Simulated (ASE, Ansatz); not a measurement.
# Structural relaxation of random wurtzite alloy of AlN and GaN (72 atoms)

How does random wurtzite alloy of AlN and GaN (72 atoms) relax, and what do bonds, charges and levels look like afterwards?

Calculated with Ansatz 0.2.0; Kohn-Sham DFT, PBE, PAW (set soft_2), plane waves.

## (1) The structure

The cell holds 72 atoms: 22 Ga, 36 N and 14 Al. Cell: a = 9.477 Å, b = 9.477 Å, c = 10.212 Å, α = 90.0°, β = 90.0°, γ = 120.0°. It derives from AlN and GaN. Wurtzite AlN, 3 x 3 x 2 conventional cells, 22 of 36 Al sites given to Ga at random (x = 0.611), lattice by Vegard's rule (a = 3.159 Å, c = 5.106 Å); not relaxed, displaced by a Gaussian of 0.02 Å.

Coordinates:

```xyz
72
Lattice="9.4773 0.0000 0.0000 -4.7386 8.2076 0.0000 0.0000 0.0000 10.2122" Properties=species:S:1:pos:R:3 pbc="T T T"
Ga    0.0066    0.0172    0.0108
N    -0.0149    1.8474    0.6221
Al   -0.0002    1.8234    2.5340
N     9.4392    0.0129    3.1597
Ga    0.0061    0.0131    5.0972
N    -0.0258    1.8421    5.7284
Al   -0.0129    1.8382    7.6311
N     0.0059    0.0387    8.2678
Ga    7.8772    2.7608    0.0045
N    -1.6239    4.5330    0.6202
Ga   -1.5978    4.5523    2.5378
N     7.8807    2.7459    3.1789
Ga   -1.5839    2.7721    5.0701
N    -1.5838    4.5534    5.7358
Al   -1.6041    4.5317    7.6584
N     7.8855    2.7493    8.2701
Ga    6.2909    5.4579   10.1852
N    -3.1556    7.2850    0.6009
Al   -3.1782    7.2992    2.5918
N     6.2977    5.4547    3.1646
Ga    6.2744    5.4492    5.1323
N    -3.1547    7.2939    5.7466
Ga   -3.1328    7.3056    7.6498
N    -3.1600    5.5017    8.2483
Al    3.1908    0.0086    0.0056
N     3.1821    1.8281    0.6122
Al    3.1575    1.8634    2.5346
N    -1.5992    8.1979    3.1898
Ga   -1.5673    8.1917    5.1270
N     3.1765    1.8004    5.7050
Al    3.1682    1.8222    7.6493
N     3.1442    0.0002    8.2982
Al    1.6152    2.7298   10.2061
N     1.5788    4.5819    0.6322
Al    1.5902    4.5333    2.5438
N     1.5733    2.7645    3.2012
Ga    1.5984    2.7545    5.1281
N     1.5988    4.6141    5.7208
Ga    1.6195    4.5926    7.6782
N     1.5902    2.7553    8.2466
Ga   -0.0345    5.4696   10.2006
N    -0.0010    7.2951    0.6682
Ga   -0.0135    7.2732    2.5538
N    -0.0141    5.4705    3.1661
Al   -0.0045    5.4627    5.1088
N    -0.0305    7.2902    5.7400
Ga    0.0065    7.3181    7.6470
N     0.0199    5.4965    8.2695
Ga    6.3374    0.0281    0.0183
N     6.3318    1.8480    0.5860
Ga    6.3322    1.8256    2.5362
N     1.6039    8.1924    3.1902
Ga    6.3116    0.0311    5.1329
N     6.2775    1.8534    5.7507
Ga    6.3702    1.8103    7.6948
N     6.3192    0.0287    8.2794
Al    4.7312    2.7334   10.1944
N     4.7288    4.5610    0.6419
Al    4.7209    4.5428    2.5443
N     4.7518    2.7298    3.1583
Ga    4.7265    2.7302    5.0738
N     4.7425    4.5813    5.7328
Al    4.7207    4.5542    7.6476
N     4.7290    2.7213    8.2923
Ga    3.1492    5.4703    0.0161
N     3.1621    7.3550    0.6159
Ga    3.1569    7.2757    2.5471
N     3.1779    5.4634    3.1692
Al    3.1872    5.4246    5.1352
N     3.1845    7.2891    5.6863
Ga    3.1498    7.3019    7.6464
N     3.1405    5.4637    8.2779
```

Limits known from the start: The host structure and its lattice constant were typed by rule, without a check against the phase diagram.

## (2) Single point at the start

The forces at the start show how far the geometry lies from a minimum of this functional.

input.yaml

```yaml
crystal:
  lattice:
    - [9.4773, 0.0, 0.0]
    - [-4.73865, 8.20758, 0.0]
    - [0.0, 0.0, 10.2122]
  atoms:
    - { symbol: Ga, position: [0.00175, 0.0021, 0.00106] }
    - { symbol: "N", position: [0.11097, 0.22509, 0.06092] }
    - { symbol: Al, position: [0.11106, 0.22216, 0.24813] }
    - { symbol: "N", position: [0.99677, 0.00157, 0.3094] }
    [... 62 atom lines left out ...]
    - { symbol: Ga, position: [0.77633, 0.88646, 0.24942] }
    - { symbol: "N", position: [0.66814, 0.66565, 0.31033] }
    - { symbol: Al, position: [0.66676, 0.66092, 0.50285] }
    - { symbol: "N", position: [0.78006, 0.88809, 0.55681] }
    - { symbol: Ga, position: [0.77718, 0.88965, 0.74875] }
    - { symbol: "N", position: [0.66422, 0.66569, 0.81059] }
kpoints:
  mp_grid: { grid: [2, 2, 2] }
hamiltonian:
  xc: pbe
scf:
  occupations: { method: fermi_dirac, width: 0.025 }
output:
  forces: true
```

Run with:

```bash
$ ansatz run input.yaml --threads 4 --pin off --max-ram 8192MiB --backend cpu --events-out ev --progress --plain --runs-dir out
```

Numbers of over 12 decimals in the logs are rounded to 6 here.

Output:

```text
Engine: ansatz 0.2.0, aarch64-unknown-linux-gnu
Pseudopotentials: kind: paw
Pseudopotential: Ga, paw, valence charge 13, recommended cutoff 420 eV (normal), Ga.paw.azcp
Pseudopotential: N, paw, valence charge 5, recommended cutoff 420 eV (normal), N.paw.azcp
Pseudopotential: Al, paw, valence charge 3, recommended cutoff 420 eV (normal), Al.paw.azcp
Functional definition: PBE
  parameter kappa = 0.804
  parameter beta = 0.066725
  exchange = pbe_x(kappa = kappa, mu = beta*pi^2/3)
  correlation = pbe_c(beta = beta)
Crystal: 72 atoms, lattice volume = 794.363 Å³
Basis set: ecut = 420 eV, 15467 PW (Γ), exchange–correlation on 128×128×144 points (8 copies of the dense FFT grid, shifted against one another)
Bands: 326, of which v1, the nominal top of the filled ones, is band 254 counted from 1 (253 counted from 0)
Symmetry: 1 space group operations
Space group: P1 (ITA 1), of the structure as read, at distance tolerance 9.3e-5 Å
k-points: 8
Non-local potential: Ga, projectors of the file, l = 0: 2, l = 1: 2, l = 2: 3, l = 3: 1
Non-local potential: N, projectors of the file, l = 0: 2, l = 1: 2, l = 2: 1
Non-local potential: Al, projectors of the file, l = 0: 2, l = 1: 2, l = 2: 1
PAW form: soft (Blöchl's): semilocal exchange-correlation on the pseudo side does not see the compensation charge
PAW one-centre angular grid: Ga, 590 points (default); XC on 64 Gauss nodes
PAW one-centre angular grid: N, 110 points (default); XC on 64 Gauss nodes
PAW one-centre angular grid: Al, 110 points (default); XC on 64 Gauss nodes
Initial density: superposition of atomic densities (neutral atoms: chi_scale 0, normalization atom), corrected by the library's trained network
Initial wavefunctions: pseudopotential atomic-orbital guess
Functional: x = pbe(κ = 0.804, μ = 0.219515), c = pbe(β = 0.066725)
SCF iter   1: F=—  HF=-104631.278786 eV  |F-HF|=—  |Δ(HF+E_count)|=         —  Δρ=1.28e-3  dr2=2.74e-2  ethr=1.77e-3  ⟨swp⟩=5.8  Hψ=9952  notcnv=0  defer=217
preconditioner: auto → Resta (q_TF=auto, 2.532 Å⁻¹)  ε∞=4.5  [insulator: Δε(μ)=2.696 eV  Ē_g=15.940 eV  σ=0.025 eV  W_gap=1.00  n_scr=212 (ndim 8)  ℏωp=29.7 eV  f_vac=0.000  D(μ)=0.00/eV (n_scr^D=0)  ε∞_Penn≈4.5]
SCF iter   2: F=—  HF=-104631.277618 eV  |F-HF|=—  |Δ(HF+E_count)|=   1.17e-3  Δρ=7.42e-4  dr2=5.89e-3  ethr=5.39e-6  ⟨swp⟩=2.0  Hψ=5034  notcnv=0  defer=483
SCF iter   3: F=—  HF=-104631.278317 eV  |F-HF|=—  |Δ(HF+E_count)|=   6.99e-4  Δρ=2.93e-4  dr2=1.32e-3  ethr=1.16e-6  ⟨swp⟩=2.2  Hψ=3417  notcnv=0  defer=227
automatic band count: iteration 3 solves 294 bands in place of 326: the levels show a gap, and the empty bands left out lie too high to hold charge; the band table lists the bands solved (type scf.n_extra_bands for more)
SCF iter   4: F=—  HF=-104631.278271 eV  |F-HF|=—  |Δ(HF+E_count)|=   4.61e-5  Δρ=9.32e-5  dr2=7.40e-5  ethr=2.59e-7  ⟨swp⟩=2.0  Hψ=3849  notcnv=0  defer=227
SCF iter   5: F=—  HF=-104631.277008 eV  |F-HF|=—  |Δ(HF+E_count)|=   1.26e-3  Δρ=4.90e-5  dr2=1.51e-5  ethr=1.46e-8  ⟨swp⟩=2.0  Hψ=4092  notcnv=0  defer=227
SCF iter   6: F=—  HF=-104631.277008 eV  |F-HF|=—  |Δ(HF+E_count)|=   8.09e-8  Δρ=1.40e-5  dr2=1.24e-6  ethr=2.97e-9  ⟨swp⟩=2.0  Hψ=4104  notcnv=0  defer=227
SCF iter   7: F=—  HF=-104631.277008 eV  |F-HF|=—  |Δ(HF+E_count)|=   6.95e-7  Δρ=4.95e-6  dr2=1.82e-7  ethr=2.44e-10  ⟨swp⟩=2.0  Hψ=4081  notcnv=0  defer=227
SCF iter   8: F=-104631.277008 eV  HF=-104631.277008 eV  |F-HF|=3.24e-8  |Δ(HF+E_count)|=   7.31e-8  Δρ=2.56e-6  dr2=5.24e-8  ethr=1.97e-11  ⟨swp⟩=4.0  Hψ=7209  notcnv=0
SCF 1 converged in 8 iterations: F = -104631.277008 eV  dr2 = 5.24e-8
  greatest PAW one-centre occupation: 0.996 electrons in one spin orbital (limit 2), on the Ga atom at site 38 (counted from 0), in its partial waves of l = 2
SCF converged after 8 iterations
Free energy (F): -104631.277008 eV
Harris-Foulkes:  -104631.277008 eV  (|F-HF|=3.24e-8)
Internal energy: -104631.277008 eV  (E = F + TS)
E sigma→0 (E₀):  -104631.277008 eV
Fermi energy:    10.180187 eV
--- Per-component energies (eV) ---
  E_band       = -15.750401
  E_kinetic    = 7673.861287
  E_local      = -54706.593696  (includes V_loc(G=0)·N_el)
  E_nonlocal   = 11212.153432
  E_hartree    = 25107.220942
  E_xc         = -4262.180455
  E_vxc        = -4466.881738  (∫ρ·V_xc dr)
  E_paw        = -54977.054975  (= ΣΔE_a)
  E_vpaw       = -9942.743058  (= ΣTr[D̂ρ^β])
  E_aug_tail   = 0.001735  (compensation charges beyond the density's cutoff)
  E_ewald      = -34678.685279
  E_smearing   = -0.000000  (= −TS)
  E_closure    = 0.000000  (closes the sum)
  Σ components = -104631.277008   (vs F -104631.277008, Δ=0.00e0)
--- Forces (eV/Å), atoms counted from 1 ---
  atom   1  Ga     0.29216454     0.01488599    -0.44208129
  atom   2  N      1.23211546     0.59076763     0.52087536
  atom   3  Al    -0.14684629     0.18731316     0.41278975
  atom   4  N      1.41143458     0.51875902    -0.49216204
  atom   5  Ga     0.04408197     0.03764965     0.01967561
  atom   6  N      0.39931139     0.07803170     0.60524159
  atom   7  Al     0.26882829     0.09568464     0.42187557
  atom   8  N     -0.17125959     0.45113939    -0.23732688
  atom   9  Ga     0.59203275    -0.46741005    -0.44766970
  atom  10  N      0.40197925     0.78258553    -0.20278071
  atom  11  Ga     0.02337374     0.36430168     0.33074420
  atom  12  N      1.11733602    -0.63701160    -0.84748659
  atom  13  Ga    -0.35228898    -0.58417933     0.61292567
  atom  14  N      0.68242791     0.77131542     0.59139143
[...]
atom  71  Ga     0.48460268     0.11480079    -0.11681570
  atom  72  N      1.75953779     0.22478654     0.04728323
  max |Σ_I F_I| component: 1.41e-4 eV/Å
```

Elapsed: 34 s, on 4 threads of Arm Neoverse V2, shared host; peak memory 5.4 GiB.

The run gave:

| Item | Value |
| --- | --- |
| free energy | -104631.2770 eV |
| free energy per atom | -1453.2122 eV/atom |
| SCF cycles | 8 |
| r.m.s. force component | 0.6024 eV/Å |
| longest force | 1.774 eV/Å |
| Fermi energy | 10.18 eV |

The r.m.s. force component of 0.60 eV/Å sets the starting point.

Length of the force by element:

```csv
element,coordination,atoms,mean length of the force (eV/Å),spread,least,most
Al,all,14,0.665,0.333,0.141,1.51
Ga,all,22,0.662,0.360,0.0612,1.45
N,all,36,1.21,0.388,0.292,1.77
```

## (3) Cell and atoms relaxed

Cell and atoms are freed together, to release stress as well as forces.

Edit input.yaml of step 2 so:

```diff
@@ -15 +15,5 @@
   forces: true
+relax:
+  f_tol: 0.04
+  max_steps: 150
+  cell: {}
```

Output:

```text
[...]
Crystal: 72 atoms, lattice volume = 794.363 Å³
Basis set: ecut = 420 eV, 15467 PW (Γ), exchange–correlation on 128×128×144 points (8 copies of the dense FFT grid, shifted against one another)
Bands: 326, of which v1, the nominal top of the filled ones, is band 254 counted from 1 (253 counted from 0)
Symmetry: 1 space group operations
[...]
k-points: 8
[...]
SCF iter   1: F=—  HF=-104631.278786 eV  |F-HF|=—  |Δ(HF+E_count)|=         —  Δρ=1.28e-3  dr2=2.74e-2  ethr=1.77e-3  ⟨swp⟩=5.8  Hψ=9952  notcnv=0  defer=217
[...]
SCF iter   8: F=-104631.277008 eV  HF=-104631.277008 eV  |F-HF|=3.27e-8  |Δ(HF+E_count)|=   7.34e-8  Δρ=2.56e-6  dr2=5.26e-8  ethr=1.97e-11  ⟨swp⟩=4.0  Hψ=6747  notcnv=0
SCF 1 converged in 8 iterations: F = -104631.277008 eV  dr2 = 5.26e-8
[...]
relax step   1: F+E_penalty+E_count = -104631.27700840 eV  Δ(F+E_penalty+E_count) = +0.000e0 eV  max|allowed force component| = 1.760e0 eV/Å  Δτ_max = 0.0000 Å  P = +5.539 GPa  Ω = 794.363 Å³  (8 SCF iters, dr2 threshold 1.00e-7 eV, accepted)
[...]
relax step   2: F+E_penalty+E_count = -104632.82469003 eV  Δ(F+E_penalty+E_count) = -1.548e0 eV  max|allowed force component| = 9.020e-1 eV/Å  Δτ_max = 0.0617 Å  P = +1.925 GPa  Ω = 806.926 Å³  energy of the carried Pulay correction = -4.001e-2 eV  (7 SCF iters, dr2 threshold 7.20e-6 eV, accepted)
[...]
relax step   3: F+E_penalty+E_count = -104633.24287948 eV  Δ(F+E_penalty+E_count) = -4.182e-1 eV  max|allowed force component| = 5.181e-2 eV/Å  Δτ_max = 0.0407 Å  P = -0.135 GPa  Ω = 814.989 Å³  energy of the carried Pulay correction = -6.536e-2 eV  (6 SCF iters, dr2 threshold 7.20e-6 eV, accepted)
[...]
relax step   4: F+E_penalty+E_count = -104633.24644491 eV  Δ(F+E_penalty+E_count) = -3.565e-3 eV  max|allowed force component| = 4.289e-3 eV/Å  Δτ_max = 0.0041 Å  P = +0.001 GPa  Ω = 814.382 Å³  energy of the carried Pulay correction = -6.346e-2 eV  (6 SCF iters, dr2 threshold 1.68e-7 eV, accepted)
relax step   5: F+E_penalty+E_count = -104633.31635545 eV  Δ(F+E_penalty+E_count) = -6.991e-2 eV  max|allowed force component| = 4.303e-3 eV/Å  Δτ_max = 0.0000 Å  P = +0.133 GPa  Ω = 814.382 Å³  stress off target by 1.64e-1 GPa  SCF on the basis re-selected at this cell (its energy is not comparable with the rows above)  (6 SCF iters)
[...]
relax step   6: F+E_penalty+E_count = -104633.31474450 eV  Δ(F+E_penalty+E_count) = +1.611e-3 eV  max|allowed force component| = 1.148e-3 eV/Å  Δτ_max = 0.0003 Å  P = -0.001 GPa  Ω = 814.976 Å³  energy of the carried Pulay correction = -1.881e-3 eV  (5 SCF iters, dr2 threshold 6.76e-8 eV, accepted)
[...]
relax step   7: F+E_penalty+E_count = -104633.31795060 eV  Δ(F+E_penalty+E_count) = -3.206e-3 eV  max|allowed force component| = 1.156e-3 eV/Å  Δτ_max = 0.0000 Å  P = +0.001 GPa  Ω = 814.976 Å³  stress off target by 2.60e-3 GPa  SCF on the basis re-selected at this cell (its energy is not comparable with the rows above)  (5 SCF iters)
[...]
SCF converged after 5 iterations
Free energy (F): -104633.317951 eV
[...]
Internal energy: -104633.317951 eV  (E = F + TS)
E sigma→0 (E₀):  -104633.317951 eV
Fermi energy:    9.679272 eV
[...]
--- Forces (eV/Å), atoms counted from 1 ---
  atom   1  Ga    -0.00047349    -0.00044729     0.00017067
  atom   2  N      0.00054751    -0.00034478     0.00043231
  atom   3  Al    -0.00096020     0.00004747    -0.00058245
  atom   4  N      0.00001925     0.00020647     0.00028781
  atom   5  Ga     0.00047411     0.00004730     0.00016486
  atom   6  N     -0.00036541     0.00019338     0.00018725
  atom   7  Al     0.00021548    -0.00075678    -0.00012767
  atom   8  N      0.00011793     0.00063134    -0.00041797
  atom   9  Ga    -0.00041623     0.00071214    -0.00015610
  atom  10  N     -0.00011476    -0.00001637    -0.00027009
  atom  11  Ga    -0.00006764    -0.00019361    -0.00030838
  atom  12  N      0.00039467     0.00010836     0.00041649
  atom  13  Ga     0.00035351    -0.00009204    -0.00048926
  atom  14  N      0.00020293     0.00017378     0.00078843
[...]
atom  71  Ga    -0.00018286    -0.00021291     0.00028397
  atom  72  N      0.00041988     0.00018324     0.00023931
  max |Σ_I F_I| component: 1.41e-4 eV/Å
--- Stress (GPa, compression-positive) ---
        0.001633       0.000674      -0.000396
        0.000674       0.002041      -0.000184
       -0.000395      -0.000199       0.000171
  P = ⅓ Tr σ = 0.0013 GPa (0.013 kbar)
--- Relaxed structure (5 steps of the walk, 5 accepted, 2 SCFs on fresh bases) ---
  F+E_penalty+E_count = -104633.31795060 eV   max|allowed force component| = 1.156e-3 eV/Å   (the final SCF, on the basis selected at the relaxed cell)
  cell:  # Å, volume = 814.9764 Å³
    - [9.546943, 1.7560142187405253e-5, -0.000746331]
    - [-4.773456, 8.267627, 0.000204406]
    - [-0.000804204, -0.000209977, 10.325222]
  atoms:
    - { symbol: Ga, position: [0.0025732, 0.00205664, 0.000561063] }
    - { symbol: N, position: [0.117132, 0.226145, 0.063984] }
    - { symbol: Al, position: [0.113626, 0.223215, 0.248980] }
    - { symbol: N, position: [1.006559, 0.00404107, 0.306793] }
[...]
- { symbol: N, position: [0.668862, 0.663888, 0.809849] }
```

Elapsed: 4.3 min, on 4 threads; peak memory 5.8 GiB; 17 min of CPU time.

The steps of the relaxation:

```csv
step,energy less that of the first step (eV),largest force component (eV/Å),pressure (GPa),volume (Å³)
1,0.0000,1.7595,5.54,794.36
2,-1.5477,0.9020,1.93,806.93
3,-1.9659,0.0518,-0.13,814.99
4,-1.9694,0.0043,0.00,814.38
5*,-2.0393,0.0043,0.13,814.38
6,-2.0377,0.0011,0.00,814.98
7*,-2.0409,0.0012,0.00,814.98
```

Relaxation steps marked * repeat the geometry before them on a plane-wave basis chosen anew for their cell, so energy and pressure can jump there.

```csv
cell as run,before,after,change
a (Å),9.477,9.547,+0.7 %
b (Å),9.477,9.547,+0.7 %
c (Å),10.212,10.325,+1.1 %
volume (Å³/atom),11.03,11.32,+2.6 %
```

The atoms that moved most (Å, as changes of fractional coordinates times the final cell):

```csv
atom,dx,dy,dz,length
N30,-0.024,0.030,0.098,0.105
N40,-0.014,-0.055,0.076,0.095
N4,0.082,0.020,-0.027,0.088
N42,-0.043,0.022,-0.068,0.083
Ga55,-0.064,0.043,-0.028,0.082
N36,0.010,-0.031,-0.074,0.081
N28,-0.024,0.049,-0.057,0.079
N24,-0.004,-0.075,-0.003,0.075
```

The relaxation changed the energy by -28.3 meV/atom, and atoms moved by 0.053 Å r.m.s., 0.10 Å at most.

## (4) Distances and neighbours after relaxation

Bonds before and after, by the cutoffs listed below:

```csv
pair,bonds before,bonds after,mean before (Å),mean after (Å),spread before (Å),spread after (Å)
N-Ga,88,88,1.928,1.966,0.026,0.009
N-Al,56,56,1.929,1.912,0.025,0.007
```

Density 4.92 g/cm³, 11.32 Å³ an atom.

Pair distribution functions g(r), in bins of 0.2 Å:

```csv
r (Å),total,N-N,N-Ga,N-Al,Ga-Ga,Ga-Al,Al-Al
1.80,0.07,0.00,0.00,0.37,0.00,0.00,0.00
2.00,4.66,0.00,9.25,9.40,0.00,0.00,0.00
2.20,0.00,0.00,0.00,0.00,0.00,0.00,0.00
2.40,0.00,0.00,0.00,0.00,0.00,0.00,0.00
2.60,0.00,0.00,0.00,0.00,0.00,0.00,0.00
2.80,0.00,0.00,0.00,0.00,0.00,0.00,0.00
3.00,0.28,1.11,0.00,0.00,0.00,0.00,0.00
3.20,5.51,9.64,0.87,0.81,10.71,10.62,10.95
3.40,0.01,0.00,0.00,0.06,0.00,0.00,0.00
3.60,0.56,0.00,1.00,1.28,0.00,0.00,0.00
3.80,2.36,0.00,4.82,4.54,0.00,0.00,0.00
4.00,0.00,0.00,0.00,0.00,0.00,0.00,0.00
4.20,0.00,0.00,0.00,0.00,0.00,0.00,0.00
4.40,1.23,1.64,0.59,0.96,1.74,1.90,1.65
4.60,1.44,1.04,2.04,1.69,0.85,0.93,0.81
4.80,0.87,0.00,1.73,1.75,0.00,0.00,0.00
5.00,0.85,0.10,1.65,1.64,0.00,0.00,0.13
5.20,0.31,0.58,0.00,0.00,0.70,0.64,0.62
5.40,1.11,2.33,0.00,0.00,2.06,2.32,1.54
5.60,1.57,3.01,0.00,0.00,2.81,3.79,2.60
5.80,1.12,0.00,2.28,2.19,0.00,0.00,0.00
6.00,1.59,2.22,0.61,0.66,3.02,2.67,3.15
6.20,0.36,0.89,0.22,0.27,0.04,0.08,0.09
6.40,1.29,1.17,1.33,1.31,1.32,1.35,1.30
6.60,1.68,0.00,3.39,3.29,0.00,0.00,0.00
6.80,0.40,0.00,0.73,0.92,0.00,0.00,0.00
7.00,0.54,0.82,0.45,0.27,0.54,0.76,0.20
7.20,1.19,1.31,0.92,1.00,1.53,1.50,1.76
```

Bonds by pair of elements; cutoffs follow the first minimum of g(r), held within bounds set by covalent radii, and pairs that aren't listed don't count as bonded:

```csv
pair A-B,cutoff (Å),bonds,mean length (Å),spread (Å),shortest (Å),B about A,A about B
N-Ga,2.38,88,1.97,0.009,1.95,2.44,4
N-Al,2.33,56,1.91,0.007,1.90,1.56,4
```

How many atoms have how many bonded neighbours:

```csv
element,mean,4
Al,4,14
Ga,4,22
N,4,36
```

Bond angles, per cent of each kind in bins of 5°:

```csv
angle (°),N-Ga-N,Al-N-Ga,N-Al-N,Ga-N-Ga,Al-N-Al
105–110,62.9,59.8,59.5,84.0,21.2
110–115,37.1,40.2,40.5,16.0,78.8
```

Bond angles (no mean is given where the spread exceeds 20°):

```csv
angle,count,mean (°),spread (°)
N-Ga-N,132,110,1.4
Al-N-Ga,102,110,1.2
N-Al-N,84,110,1.3
Ga-N-Ga,81,108,1.3
Al-N-Al,33,111,1.2
```

Rings of the network by King's shortest-path rule, up to 12 atoms, one path for each pair of neighbours; H, halogens, alkali and alkaline-earth atoms are left out, and the last column divides by all other atoms, bonded or not:

```csv
ring size (atoms),rings,per network atom
6,141,1.96
```

For some of the pairs, g(r) has its first main peak near 3.17 Å (N-N), 1.97 Å (N-Ga), 1.92 Å (N-Al), 3.18 Å (Ga-Ga), 3.18 Å (Ga-Al) and 3.16 Å (Al-Al). By these cutoffs all Al atoms have 4, all Ga atoms have 4 and all N atoms have 4 bonded neighbours. The N-Ga-N angle averages 110° with a spread of 1.4°. All rings counted have 6 atoms.

[end of part 1 of 3]

[Logs are printed without paths, hosts, clocks, repeated set-up lines and the standing remarks that a program may print on its own settings, such as how far it seeks lower states.]

[Hosts, paths, dates, database ids (printed as entryN), source tags and the programs' standing remarks are cut or masked in the printed files.]
